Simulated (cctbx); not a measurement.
# Which space group?

Cell: a = 4.8820 Å, b = 4.8820 Å, c = 4.8820 Å, α = 90.00°, β = 90.00°, γ = 90.00°. Expected content of the cell: Gd3 Al1 B1.

Simulated single-crystal data (cctbx): Cu Kα, λ = 1.54184 Å, to d = 0.83 Å, 50 % of the full sphere, strongest reflection 20000 counts, noise from counting, a 1.5 % proportional error and a noise floor of 2 counts (s.d.); no absorption, some extinction.

Tests on the unmerged data give:

```text
437 reflections to d = 0.837 A
centring   violations  <I/sigma> of those
    A        244 of   244     19.8
    B        219 of   219     20.0
    C        221 of   221     19.8
    I        216 of   216     26.8
    R        296 of   296     26.1
    F        342 of   342     19.9
Laue class    unique    Rint  (classes that these axes allow; Friedel mates merged)
P -1              320   0.013
P 1 2/m 1         217   0.015
P 1 1 2/m         212   0.016
P 2/m 1 1         217   0.015
P m m m           141   0.017
P 4/m             118   0.017
P 4/m m m          85   0.017
R -3 :R           139   0.016
R -3 m :R          92   0.017
P m -3             52   0.017
P m -3 m           38   0.017
space group    extra absences  I>4sigma  <I/sigma>
P 4 3 2                 0          0         -  acentric
P -4 3 m                0          0         -  acentric
P m -3 m                0          0         -  centric
Wilson B = 2.63 A^2   <|E^2-1|> = 0.766 (0.968 centric, 0.736 acentric)   E^2>4: 0.0 %
shell (A)         n   <I/sigma>
 4.88 - 1.20     15    102.1
 1.20 - 0.96     11     86.3
 0.96 - 0.84     12     68.5
```

Q: Read the symmetry from these tables.

Every centring test has many violations, so the lattice is primitive.

Rint stays low (0.013 to 0.017) up to P m -3 m, the highest class in these axes.

3 settings pass the absence test. No glide or screw absences show, which leaves P 4 3 2, P -4 3 m and P m -3 m.

⟨|E²−1|⟩ = 0.766 leans to a non-centrosymmetric structure. Here that hint misleads: the statistic assumes many like atoms on general positions, and few, heavy or special-position atoms break it. The Wilson B of 2.63 Å² means U ≈ 0.0333 Å².

The true group is Pm-3m (no. 221), Laue class m-3m, centrosymmetric. The tables only narrow the choice to the tied entries; cell content, site symmetry and trial solutions must settle it.

The model is made up (kin elements in a known structure type, no relaxation), so it says nothing on whether the phase exists.

[Logs are printed without paths, hosts, clocks, repeated set-up lines and the standing remarks that a program may print on its own settings, such as how far it seeks lower states.]
